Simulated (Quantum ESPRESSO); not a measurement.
# The valence band of WC as photoemission sees it, part 15 of 15

Wanted: projected DOS of WC, weighted into photoemission and X-ray emission spectra, at several levels of theory.

Quantum ESPRESSO 7.5; DFT, PBE, plane waves, ultrasoft GBRV pseudopotentials, scalar-relativistic (the session's first sound run).

So far. Step 13 (With PBEsol: bands): Of the bands kept, 2 cross the Fermi level on this path. Step 14 (Other settings: self-consistent run: diagonalization = …): Against step 2 (now other solver), the free energy stays within 0.05 meV an atom. The two runs end at the same energy.

## (16) Projected DOS and spectra: diagonalization = "rmm-davidson"

Level of this step: DFT, PBE, plane waves, ultrasoft GBRV pseudopotentials, scalar-relativistic; changed: diagonalization = "rmm-davidson" (Quantum ESPRESSO).

projwfc.x splits the states by atom and shell, which the spectra need, since each shell has its own cross section.

projwfc.in reads:

```
&projwfc
  prefix = 'pes'
  outdir = './tmp'
  filpdos = 'pes'
  ngauss = 0
  degauss = 0.00735
  DeltaE = 0.05
  Emin = -9.36
  Emax = 32.64
/
```

Command:

```console
$ OMP_NUM_THREADS=1 mpirun -n 4 projwfc.x -nk 4 -in projwfc.in > projwfc.out
```

Log:

```text
[banner, memory and clock lines left out]
Program PROJWFC v.7.5 starts

          URL

     ./tmp/pes.save/

     IMPORTANT: XC functional enforced from input :
     Exchange-correlation= PBE
                           (   1   4   3   4   0   0   0)
     Any further DFT definition will be discarded
     Please, verify this is what you really want

     G-vector sticks info

     negative rho (up, down):  6.816E-02 0.000E+00

     Gaussian broadening (read from input): ngauss,degauss=   0    0.007350

     Calling projwave ....

  Problem Sizes
  natomwfc =           17
  nbnd     =           17
  nkstot   =          671
  npwx     =          622
  nkb      =           34

     Atomic states used for projection
     (read from pseudopotential files):

     state #   1: atom   1 (W  ), wfc  1 (l=0 m= 1)
     state #   2: atom   1 (W  ), wfc  2 (l=1 m= 1)
     state #   3: atom   1 (W  ), wfc  2 (l=1 m= 2)
     state #   4: atom   1 (W  ), wfc  2 (l=1 m= 3)
     state #   5: atom   1 (W  ), wfc  3 (l=2 m= 1)
     state #   6: atom   1 (W  ), wfc  3 (l=2 m= 2)
     state #   7: atom   1 (W  ), wfc  3 (l=2 m= 3)
     state #   8: atom   1 (W  ), wfc  3 (l=2 m= 4)
     state #   9: atom   1 (W  ), wfc  3 (l=2 m= 5)
     state #  10: atom   1 (W  ), wfc  4 (l=0 m= 1)
     state #  11: atom   1 (W  ), wfc  5 (l=1 m= 1)
     state #  12: atom   1 (W  ), wfc  5 (l=1 m= 2)
     state #  13: atom   1 (W  ), wfc  5 (l=1 m= 3)
     state #  14: atom   2 (C  ), wfc  1 (l=0 m= 1)
     state #  15: atom   2 (C  ), wfc  2 (l=1 m= 1)
     state #  16: atom   2 (C  ), wfc  2 (l=1 m= 2)
     state #  17: atom   2 (C  ), wfc  2 (l=1 m= 3)

 k =   0.0000000000  0.0000000000  0.0000000000
==== e(   1) =   -53.36661 eV ====
     psi = 0.951*[#   1]+0.041*[#  10]+0.008*[#  14]
    |psi|^2 = 1.000
==== e(   2) =   -17.35000 eV ====
     psi = 0.964*[#   2]+0.020*[#  15]+0.016*[#  11]
    |psi|^2 = 1.000
==== e(   3) =   -17.24950 eV ====
     psi = 0.479*[#   3]+0.479*[#   4]+0.019*[#  12]+0.019*[#  13]+0.002*[#  16]
          +0.002*[#  17]
    |psi|^2 = 1.000
==== e(   4) =   -17.24950 eV ====
     psi = 0.479*[#   3]+0.479*[#   4]+0.019*[#  12]+0.019*[#  13]+0.002*[#  16]
          +0.002*[#  17]
    |psi|^2 = 1.000
==== e(   5) =     6.19596 eV ====
     psi = 0.590*[#  10]+0.359*[#  14]+0.045*[#   1]+0.004*[#   5]
    |psi|^2 = 0.998
==== e(   6) =    16.33263 eV ====
     psi = 0.975*[#   5]+0.016*[#  10]+0.005*[#  14]
    |psi|^2 = 0.997
==== e(   7) =    17.30719 eV ====
     psi = 0.322*[#   8]+0.322*[#   9]+0.177*[#  16]+0.177*[#  17]
    |psi|^2 = 1.000
==== e(   8) =    17.30719 eV ====
     psi = 0.322*[#   8]+0.322*[#   9]+0.177*[#  16]+0.177*[#  17]
    |psi|^2 = 1.000
==== e(   9) =    20.73050 eV ====
     psi = 0.914*[#  15]+0.070*[#  11]+0.010*[#   2]
    |psi|^2 = 0.995
==== e(  10) =    23.88289 eV ====
     psi = 0.499*[#   6]+0.499*[#   7]
    |psi|^2 = 0.998
==== e(  11) =    23.88289 eV ====
     psi = 0.499*[#   6]+0.499*[#   7]
    |psi|^2 = 0.998
==== e(  12) =    26.26030 eV ====
     psi = 0.307*[#  16]+0.307*[#  17]+0.172*[#   8]+0.172*[#   9]+0.011*[#  12]
          +0.011*[#  13]
    |psi|^2 = 0.982
==== e(  13) =    26.26030 eV ====
     psi = 0.307*[#  16]+0.307*[#  17]+0.172*[#   8]+0.172*[#   9]+0.011*[#  12]
          +0.011*[#  13]
    |psi|^2 = 0.982
==== e(  14) =    27.03958 eV ====
     psi = 0.514*[#  14]+0.307*[#  10]+0.012*[#   5]+0.002*[#   1]
    |psi|^2 = 0.834
==== e(  15) =    34.96348 eV ====
     psi = 0.094*[#  14]+0.033*[#  10]+0.008*[#   5]
    |psi|^2 = 0.134
==== e(  16) =    37.34147 eV ====
     psi = 0.188*[#  12]+0.188*[#  13]+0.011*[#  16]+0.011*[#  17]+0.008*[#   3]
          +0.008*[#   4]+0.004*[#   8]+0.004*[#   9]
    |psi|^2 = 0.422
[...]
psi = 0.188*[#  12]+0.188*[#  13]+0.011*[#  16]+0.011*[#  17]+0.008*[#   3]
          +0.008*[#   4]+0.004*[#   8]+0.004*[#   9]
[...]
k =   0.0000000000  0.0000000000  0.0512321089
[...]
psi = 0.937*[#   1]+0.031*[#  10]+0.023*[#  11]+0.006*[#  14]+0.002*[#  15]

[...]
psi = 0.965*[#   2]+0.019*[#  15]+0.012*[#  11]+0.003*[#  10]
[...]
psi = 0.479*[#   3]+0.479*[#   4]+0.019*[#  12]+0.019*[#  13]+0.002*[#  16]
          +0.002*[#  17]
[...]
psi = 0.479*[#   3]+0.479*[#   4]+0.019*[#  12]+0.019*[#  13]+0.002*[#  16]
          +0.002*[#  17]
[...]
psi = 0.551*[#  10]+0.350*[#  14]+0.047*[#   1]+0.043*[#  11]+0.003*[#   5]
          +0.003*[#  15]
[...]
psi = 0.946*[#   5]+0.020*[#  15]+0.019*[#  10]+0.007*[#  14]+0.003*[#  11]
          +0.001*[#   1]+0.001*[#   2]
[...]
psi = 0.321*[#   8]+0.321*[#   9]+0.177*[#  16]+0.177*[#  17]
[...]
psi = 0.321*[#   8]+0.321*[#   9]+0.177*[#  16]+0.177*[#  17]
[...]
psi = 0.882*[#  15]+0.064*[#  11]+0.028*[#   5]+0.009*[#   2]+0.007*[#  14]
          +0.004*[#  10]
[...]
psi = 0.464*[#   6]+0.464*[#   7]+0.017*[#   8]+0.017*[#   9]+0.016*[#  16]
          +0.016*[#  17]
[...]
psi = 0.464*[#   6]+0.464*[#   7]+0.017*[#   8]+0.017*[#   9]+0.016*[#  16]
          +0.016*[#  17]
[...]
psi = 0.292*[#  16]+0.292*[#  17]+0.157*[#   8]+0.157*[#   9]+0.034*[#   6]
          +0.034*[#   7]+0.009*[#  12]+0.009*[#  13]
[...]
psi = 0.292*[#  16]+0.292*[#  17]+0.157*[#   8]+0.157*[#   9]+0.034*[#   6]
          +0.034*[#   7]+0.009*[#  12]+0.009*[#  13]
[...]
+0.003*[#   1]
[...]
+0.001*[#   2]
[...]
+0.008*[#   4]+0.004*[#   8]+0.004*[#   9]
[...]
+0.008*[#   4]+0.004*[#   8]+0.004*[#   9]
[...]
k =   0.0000000000  0.0000000000  0.1024642177
[...]
+0.002*[#   5]
[...]
+0.002*[#  17]
[...]
+0.002*[#  17]
[...]
+0.004*[#   2]+0.002*[#   5]
[...]
+0.004*[#   2]+0.001*[#   1]
[...]
+0.004*[#   7]
[...]
+0.036*[#  17]+0.002*[#  12]+0.002*[#  13]
[...]
+0.036*[#  17]+0.002*[#  12]+0.002*[#  13]
[...]
+0.081*[#   7]+0.006*[#  12]+0.006*[#  13]
[...]
+0.081*[#   7]+0.006*[#  12]+0.006*[#  13]
[...]
+0.004*[#   1]+0.004*[#   2]
[...]
k =   0.0000000000  0.0481125224  0.1024642177
[...]
+0.013*[#  13]+0.009*[#  15]+0.004*[#   2]+0.002*[#   5]
[...]
+0.004*[#   2]+0.002*[#  16]+0.002*[#  17]+0.002*[#   8]+0.002*[#   9]
[...]
+0.004*[#   6]+0.004*[#   7]+0.004*[#   5]+0.003*[#  10]+0.001*[#  15]

[...]
+0.019*[#  14]+0.010*[#  10]+0.007*[#   2]+0.005*[#   8]+0.005*[#   9]

[...]
+0.037*[#  16]+0.037*[#  17]+0.006*[#   5]+0.005*[#  11]+0.002*[#  14]
[...]
+0.084*[#   7]+0.024*[#  14]+0.006*[#  10]+0.005*[#  12]+0.005*[#  13]

[...]
+0.012*[#  17]+0.010*[#  12]+0.010*[#  13]+0.008*[#   5]+0.005*[#   1]
[...]
+0.022*[#  15]+0.009*[#   1]+0.008*[#   5]+0.004*[#   2]+0.003*[#  16]
[...]
+0.002*[#   5]+0.002*[#  15]+0.002*[#   8]+0.002*[#   9]
[...]
k =   0.0000000000  0.0481125224  0.1536963266
[...]
k =   0.0000000000  0.0481125224  0.2049284355
[...]
+0.012*[#   2]+0.003*[#   1]+0.002*[#   6]+0.002*[#   7]
[...]
+0.021*[#   2]+0.005*[#  12]+0.005*[#  13]+0.001*[#   5]
[...]
+0.015*[#   2]+0.006*[#   1]+0.003*[#   6]+0.003*[#   7]
[...]
+0.016*[#  13]+0.015*[#  14]+0.005*[#   5]+0.004*[#   2]
[...]
+0.016*[#   2]+0.009*[#   1]+0.003*[#   6]+0.003*[#   7]
[...]
+0.016*[#   2]+0.014*[#   1]+0.003*[#   6]+0.003*[#   7]
[...]
+0.117*[#   7]+0.003*[#  11]+0.001*[#   5]+0.001*[#  10]
[...]
+0.013*[#  17]+0.013*[#   5]+0.003*[#  15]+0.002*[#  10]
[...]
+0.002*[#   6]+0.002*[#   7]+0.001*[#  16]+0.001*[#  17]
[...]
psi = 0.929*[#   2]+0.053*[#  11]+0.015*[#  14]
[...]
+0.013*[#   1]+0.009*[#   5]+0.004*[#   6]+0.004*[#   7]
[...]
+0.028*[#  11]+0.007*[#   2]+0.002*[#  12]+0.002*[#  13]
[...]
psi = 0.927*[#   2]+0.057*[#  11]+0.015*[#  14]
[...]
psi = 0.471*[#   3]+0.471*[#   4]+0.028*[#  12]+0.028*[#  13]
[...]
psi = 0.470*[#   3]+0.470*[#   4]+0.030*[#  12]+0.030*[#  13]
[...]
psi = 0.283*[#   6]+0.283*[#   7]+0.215*[#  16]+0.215*[#  17]
[...]
psi = 0.498*[#   8]+0.498*[#   9]
[...]
psi = 0.271*[#  16]+0.271*[#  17]+0.209*[#   6]+0.209*[#   7]
[...]
psi = 0.016*[#  11]+0.016*[#  14]
[...]
psi = 0.964*[#   2]+0.018*[#  15]+0.018*[#  11]
[...]
psi = 0.499*[#   6]+0.499*[#   7]
[...]
psi = 0.414*[#   6]+0.414*[#   7]+0.150*[#  15]+0.017*[#  11]
[...]
k =   0.0000000000  0.0962250449  0.3073926532
[...]
psi = 0.474*[#   3]+0.474*[#   4]+0.024*[#  12]+0.024*[#  13]
[...]
k =   0.0000000000  0.0962250449  0.3586247620
[...]
psi = 0.473*[#   3]+0.473*[#   4]+0.026*[#  12]+0.026*[#  13]
[...]
k =   0.0000000000  0.0962250449  0.4098568709
[...]
psi = 0.472*[#   3]+0.472*[#   4]+0.028*[#  12]+0.028*[#  13]
[...]
[... cut ...]
  14]
[...]
k =   0.2916666667  0.5051814856  0.2561605443
[...]
k =   0.2916666667  0.5051814856  0.3073926532
[...]
+0.004*[#  10]+0.003*[#   3]+0.003*[#   4]+0.003*[#  11]
[...]
+0.003*[#   3]+0.003*[#   4]+0.002*[#  10]
[...]
+0.001*[#   9]+0.001*[#   1]+0.001*[#  15]
[...]
k =   0.2916666667  0.5051814856  0.3586247620
[...]
+0.004*[#   9]+0.003*[#  14]+0.001*[#  16]+0.001*[#  17]
[...]
+0.002*[#   4]+0.002*[#  11]+0.001*[#  10]
[...]
+0.002*[#  10]+0.002*[#  16]+0.002*[#  17]
[...]
+0.003*[#   3]+0.003*[#   4]+0.002*[#  11]
[...]
+0.011*[#  17]+0.009*[#  10]+0.002*[#   5]+0.002*[#  14]
[...]
+0.005*[#  10]+0.005*[#  11]+0.003*[#   3]+0.003*[#   4]
[...]
+0.002*[#   7]
[...]
+0.010*[#  17]
[...]
+0.019*[#  10]
[...]
+0.008*[#  10]
[...]
+0.003*[#  13]+0.002*[#   8]+0.002*[#   9]+0.001*[#  14]
[...]
+0.003*[#   3]+0.003*[#   4]
[...]
+0.001*[#   8]+0.001*[#   9]+0.001*[#  15]
[...]
+0.011*[#  13]+0.009*[#   2]+0.007*[#  14]+0.005*[#  15]
[...]
k =   0.2916666667  0.5051814856  0.4098568709
[...]
+0.001*[#  15]
[...]
+0.002*[#   4]+0.001*[#  11]
[...]
+0.003*[#   9]+0.001*[#  14]
[...]
+0.003*[#  12]+0.003*[#  13]
[...]
+0.002*[#  16]+0.002*[#  17]
[...]
+0.001*[#   3]+0.001*[#   4]
[...]
+0.004*[#  16]+0.004*[#  17]+0.004*[#   5]
[...]
+0.003*[#  14]+0.002*[#  12]+0.002*[#  13]
[...]
+0.006*[#   6]+0.006*[#   7]+0.003*[#   3]+0.003*[#   4]+0.001*[#   2]

[...]
+0.015*[#   9]+0.015*[#  15]+0.004*[#  12]+0.004*[#  13]
[...]
psi = 0.322*[#  14]+0.182*[#   6]+0.182*[#   7]+0.113*[#   8]+0.113*[#   9]
          +0.029*[#  15]+0.017*[#  12]+0.017*[#  13]+0.005*[#  16]+0.005*[#  17]
          +0.003*[#   5]
[...]
psi = 0.200*[#  15]+0.179*[#   8]+0.179*[#   9]+0.101*[#   6]+0.101*[#   7]
          +0.085*[#  14]+0.044*[#  12]+0.044*[#  13]+0.019*[#  10]+0.018*[#  16]
          +0.018*[#  17]
[...]
psi = 0.194*[#  16]+0.194*[#  17]+0.155*[#   6]+0.155*[#   7]+0.068*[#  15]
          +0.054*[#  12]+0.054*[#  13]+0.049*[#   8]+0.049*[#   9]+0.006*[#  10]
          +0.004*[#  14]+0.001*[#  11]
    |psi|^2 = 0.985
==== e(  14) =    30.52110 eV ====
     psi = 0.779*[#  10]+0.032*[#   1]+0.032*[#   5]+0.027*[#  16]+0.027*[#  17]
          +0.010*[#  15]+0.005*[#  12]+0.005*[#  13]+0.004*[#   8]+0.004*[#   9]
          +0.003*[#   6]+0.003*[#   7]+0.003*[#  11]+0.001*[#  14]
    |psi|^2 = 0.933
==== e(  15) =    33.16194 eV ====
     psi = 0.314*[#  12]+0.314*[#  13]+0.061*[#  16]+0.061*[#  17]+0.042*[#   8]
          +0.042*[#   9]+0.035*[#  15]+0.035*[#   6]+0.035*[#   7]+0.004*[#  14]
          +0.003*[#   3]+0.003*[#   4]
    |psi|^2 = 0.952
==== e(  16) =    34.77034 eV ====
     psi = 0.024*[#  11]+0.012*[#  10]+0.006*[#  12]+0.006*[#  13]+0.006*[#   6]
          +0.006*[#   7]+0.004*[#   5]+0.004*[#  14]+0.004*[#  16]+0.004*[#  17]

    |psi|^2 = 0.077
==== e(  17) =    37.24826 eV ====
     psi = 0.680*[#  11]+0.056*[#  16]+0.056*[#  17]+0.009*[#   2]+0.009*[#   5]
          +0.003*[#  14]+0.002*[#   6]+0.002*[#   7]+0.002*[#  15]+0.001*[#  12]
          +0.001*[#  13]
    |psi|^2 = 0.820

 k =   0.2916666667  0.5051814856  0.4610889798
==== e(   1) =   -53.26439 eV ====
     psi = 0.964*[#   1]+0.032*[#  10]+0.001*[#  15]
    |psi|^2 = 1.000
==== e(   2) =   -17.88725 eV ====
     psi = 0.960*[#   2]+0.019*[#  16]+0.019*[#  17]
    |psi|^2 = 1.000
==== e(   3) =   -17.79771 eV ====
     psi = 0.481*[#   3]+0.481*[#   4]+0.028*[#  15]+0.003*[#   8]+0.003*[#   9]

    |psi|^2 = 1.000
==== e(   4) =   -17.61562 eV ====
     psi = 0.487*[#   3]+0.487*[#   4]+0.008*[#  15]+0.005*[#   8]+0.005*[#
```

Run time: 2.6 s. Hardware: 4 MPI ranks of Intel Xeon at 2.60GHz (Ice Lake), shared host; 11 s of CPU time.

Numbers from this step:

```yaml
share_of_occupied_states_in_no_projected_shell: 0.0018 of the occupied states in the window
dos_at_the_fermi_level: 0.2737 states/eV/cell
```

The DOS has structure finer than the step of the table below, so its rows give means over 1 eV, whole bins alone (the curve runs from -16.1 to 12.0 eV). Peaks (eV: height): total -11.1: 2.81, -6.6: 1.77, -2.6: 1.88, -1.5: 1.83; W 5d -2.6: 0.929, -1.5: 1.30, 4.2: 1.26, 4.9: 1.17; C 2p -6.6: 0.762, -4.1: 0.692, -2.6: 0.812, 5.8: 0.427; W 6p -11.1: 0.404, -3.1: 0.141, -1.0: 0.140, 11.2: 0.149; C 2s -11.1: 1.35, 6.3: 0.281.

The DOS by E, zero at the Fermi level; means over each step; values in states/eV/cell:

```csv
E (eV),total,W 5d,C 2p,W 6p,C 2s,W 6s
-15,3.7e-4,1.7e-6,9.6e-7,1.7e-5,1.3e-4,2.2e-4
-14,0.0757,9.5e-4,0.00125,0.0184,0.0239,0.0310
-13,0.185,0.00704,0.00540,0.0668,0.0579,0.0474
-12,0.378,0.0388,0.0120,0.134,0.137,0.0562
-11,1.33,0.387,0.0202,0.240,0.635,0.0465
-10,0.0319,0.00686,1.4e-4,0.00807,0.0165,3.2e-4
-9,0.00173,4.2e-4,8.1e-4,1.8e-5,2.1e-6,4.8e-4
-8,0.0452,0.0110,0.0204,0.00249,0.00136,0.00994
-7,0.768,0.300,0.334,0.0502,0.0183,0.0645
-6,1.01,0.447,0.429,0.0546,0.0262,0.0534
-5,0.739,0.342,0.319,0.0381,0.0193,0.0196
-4,1.35,0.659,0.552,0.0839,0.0256,0.0253
-3,1.71,0.834,0.729,0.119,0.0122,0.0153
-2,0.944,0.533,0.327,0.0645,0.00370,0.0130
-1,1.23,0.825,0.251,0.122,0.00638,0.0199
0,0.313,0.216,0.0615,0.0297,0.00152,0.00366
1,0.327,0.303,0.0149,0.00411,0.00128,0.00124
2,0.708,0.612,0.0636,0.0138,0.00759,0.00425
3,0.769,0.564,0.144,0.0180,0.0214,0.0106
4,1.53,1.06,0.316,0.0301,0.0738,0.0259
5,1.32,0.911,0.261,0.0330,0.0788,0.0145
6,1.48,0.773,0.398,0.0350,0.218,0.0285
7,0.925,0.430,0.339,0.0254,0.0690,0.0377
8,0.622,0.257,0.262,0.0216,0.0417,0.0208
9,0.407,0.123,0.160,0.0236,0.0442,0.0372
10,0.492,0.0441,0.0891,0.0652,0.0886,0.159
11,0.889,0.0622,0.151,0.121,0.0858,0.350
```

## (17) Results

* least gap on the mesh and the path: under 0.05 eV or none
* strongest listed peak within 13 eV of the zero, at 1486.7 eV: 1.5 eV binding, mostly W 5d
* strongest listed peak within 13 eV of the zero, at 21.2 eV: 3.0 eV binding, mostly W 5d
* W 5d centre of the filled part: -4.09 eV (4.5 states an atom)
* PBE: no clear gap, highest Al Kα peak within 13 eV at 1.5 eV (W 5d)
* spin–orbit: no clear gap, highest Al Kα peak within 13 eV at 1.4 eV (W 5d)
* PBEsol: no clear gap, highest Al Kα peak within 13 eV at 1.5 eV (W 5d)
* other settings: no clear gap, highest Al Kα peak within 13 eV at 1.5 eV (W 5d)

In words: WC is without a gap at the base level, and its valence spectrum changes with photon energy as the shells' cross sections do. At 21.2 eV the valence spectrum has its highest listed peaks within 10.8 eV at 1.5 eV (W 5d), 3.0 eV (W 5d), 4.0 eV (W 5d) and 6.5 eV (W 5d). At 1486.7 eV the valence spectrum has its highest listed peaks within 13 eV at 1.5 eV (W 5d), 3.1 eV (W 5d), 6.4 eV (W 5d) and 11.1 eV (W 5d). The shell named is the one with most of the intensity, cross sections included, not always the one with most states there. At 21.2 eV the area is led by W 5d (61 %), at 8047.8 eV by W 5d (86 %). These are Kohn–Sham levels; self-energy shifts and satellites are missing. Each run has its own recipe for the spectra (widths, photon energies, in some runs the light), so peak heights and places can differ between runs for that reason too.

[Logs are printed without paths, hosts, clocks, repeated set-up lines and the standing remarks that a program may print on its own settings, such as how far it seeks lower states.]

[Hosts, paths, dates, database ids (printed as entryN), source tags and the programs' standing remarks are cut or masked in the printed files.]

[Maps of the electrostatic potential energy from Ansatz leave out the sawtooth potential of an applied field or a dipole correction, so their vacuum need not be flat; work functions include it.]

[Peak lists hold at most the 14 tallest peaks of each spectrum; further lines can be left out.]
